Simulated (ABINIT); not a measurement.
Planning a run of ABINIT 10.8.3 on Ga2O3 (R-3c). The input:

```
acell 3*1.0 Angstrom
rprim 
  2.498699193881 1.442624652211 4.483549768500
  -2.498699193881 1.442624652211 4.483549768500
  0.000000000000 -2.885249304422 4.483549768500
ntypat 2
znucl 31 8
natom 10
typat 1 1 1 1 2 2 2 2 2 2
xred 
  0.855585580000 0.855585580000 0.855585580000
  0.644414420000 0.644414420000 0.644414420000
  0.144414420000 0.144414420000 0.144414420000
  0.355585580000 0.355585580000 0.355585580000
  0.750000000000 0.446832820000 0.053167180000
  0.446832820000 0.053167180000 0.750000000000
  0.053167180000 0.750000000000 0.446832820000
  0.250000000000 0.553167180000 0.946832820000
  0.946832820000 0.250000000000 0.553167180000
  0.553167180000 0.946832820000 0.250000000000
pp_dirpath "pseudos"
pseudos "Ga.upf, O.upf"
ecut 45
nspinor 2
ngkpt 4 4 4
nshiftk 1
shiftk 0 0 0
kptopt 1
chksymbreak 0
istwfk *1
occopt 1
irdwfk 1
optdriver 3
nband 214
ecuteps 3.6
inclvkb 0
awtr 1
symchi 1
indata_prefix "in"
outdata_prefix "out"
tmpdata_prefix "tmp"
```

```sh
OMP_NUM_THREADS=1 mpirun -n 32 abinit run.abi > log
```

**Question.** Estimate wall time and host memory on 32 MPI ranks of Arm Neoverse V1, shared host.

It took 32 min; on shared hardware allow 16 min to 64 min. Peak host memory was 116 GiB.

[Long decimals in the printed logs are rounded to 6 places.]

[Logs are printed without paths, hosts, clocks, repeated set-up lines and the standing remarks that a program may print on its own settings, such as how far it seeks lower states.]

[Paths, hosts, dates, memory and timing lines, banners, echoed tables and standing remarks are left out of the program output; an Ansatz launch command may be rebuilt from the run's recorded settings. Measured values are a selection of at most five: reports struck by readers or far from the other reports are left out. None is set beside runs whose start may be inverted or whose files or cutoffs have a known fault.]

[Runs of the session that timed out or met a known fault of the program may be left out.]

[Hosts, paths, dates, database ids (printed as entryN), source tags and the programs' standing remarks are cut or masked in the printed files.]

[G0W0 gaps are taken among the corrected bands and points alone; a level outside them can change the order at an edge.]

[Where Ansatz stands beside ABINIT at settings called matched, ABINIT's density can come from a denser mesh and the files from another edition; pairs whose starting gaps differed by over 0.03 eV were left out, so agreement reads better than it is.]
